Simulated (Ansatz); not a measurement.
## (GaAs)3(CuCl)1 [001] superlattice, started as zinc blende: relaxing the cell for a phonon run: cost of one run

Ansatz 0.2.0; DFT PBEsol, scalar-relativistic, plane waves, PAW. The cell holds 8 atoms.

The structure was built from a prototype and need not be the compound's stable phase.

The input, input.yaml:

```yaml
crystal:
  lattice:
    - [2.8262104274, 2.8262104274, 0.0]
    - [-2.873275597, 2.873275597, 0.0]
    - [0.0, 0.0, 11.0857907052]
  atoms:
    - { symbol: As, position: [0.5, 0.0, 0.122318056] }
    - { symbol: As, position: [0.0, 0.5, 0.3778799007] }
    - { symbol: As, position: [0.5, 0.0, 0.6326037803] }
    - { symbol: Cl, position: [0.0, 0.5, 0.878067025] }
    - { symbol: Cu, position: [0.5, 0.5, 0.7281941669] }
    - { symbol: Ga, position: [0.0, 0.0, -0.0008606623] }
    - { symbol: Ga, position: [0.5, 0.5, 0.2535231038] }
    - { symbol: Ga, position: [0.0, 0.0, 0.5082746296] }
kpoints:
  mp_grid: { grid: [10, 10, 4] }
hamiltonian:
  xc: pbesol
scf:
  occupations: { method: gaussian, width: 0.1 }
output:
  forces: true
  stress: true
  eigenvalues: true
relax:
  adjacent_minimum: "off"
  f_tol: 0.005
  max_steps: 80
  cell: { stress_tol: 0.05 }
```

Run with:

```bash
ansatz run input.yaml --threads 8 --pin off --max-ram 14336MiB --backend cpu --events-out ev --progress --plain --runs-dir out
```

The cutoff in use is 420 eV. For reference, a run of the same kind (8 atoms, 32 k-points, 66 bands and 3,529 plane waves; 52 SCF cycles) took 75 s and 1 GiB on the same hardware.

What time and memory should one allow on 8 threads of Arm Neoverse N1, shared host?

A cutoff of 420 eV is a sphere of radius 10.5 Å⁻¹, so a cell of 180 Å³ holds about V·G³/6π² = 3,519 plane waves. At two electrons a band, the 110 electrons need 55 bands, and 11 more are carried. Symmetry cuts the 10×10×4 mesh from 400 to 108 points. The run has 108 k-points, 66 bands and 3,521 plane waves. Taking the work of a cycle as k-points × spins × bands × plane waves, that is 3.4 times the reference, or 4.2 min at the reference's 52 cycles. The run needed 38 SCF cycles over 6 ionic steps, which makes it about 3.1 min. One copy of the wavefunctions takes 0.37 GiB at 16 bytes a coefficient, against 0.11 GiB in the reference; grids, projectors and work arrays come on top. Measured: about 3.3 min, with a peak of 1.5 GiB. The estimate holds within 25 %.

[Logs are printed without paths, hosts, clocks, repeated set-up lines and the standing remarks that a program may print on its own settings, such as how far it seeks lower states.]

[Hosts, paths, dates, database ids (printed as entryN), source tags and the programs' standing remarks are cut or masked in the printed files.]
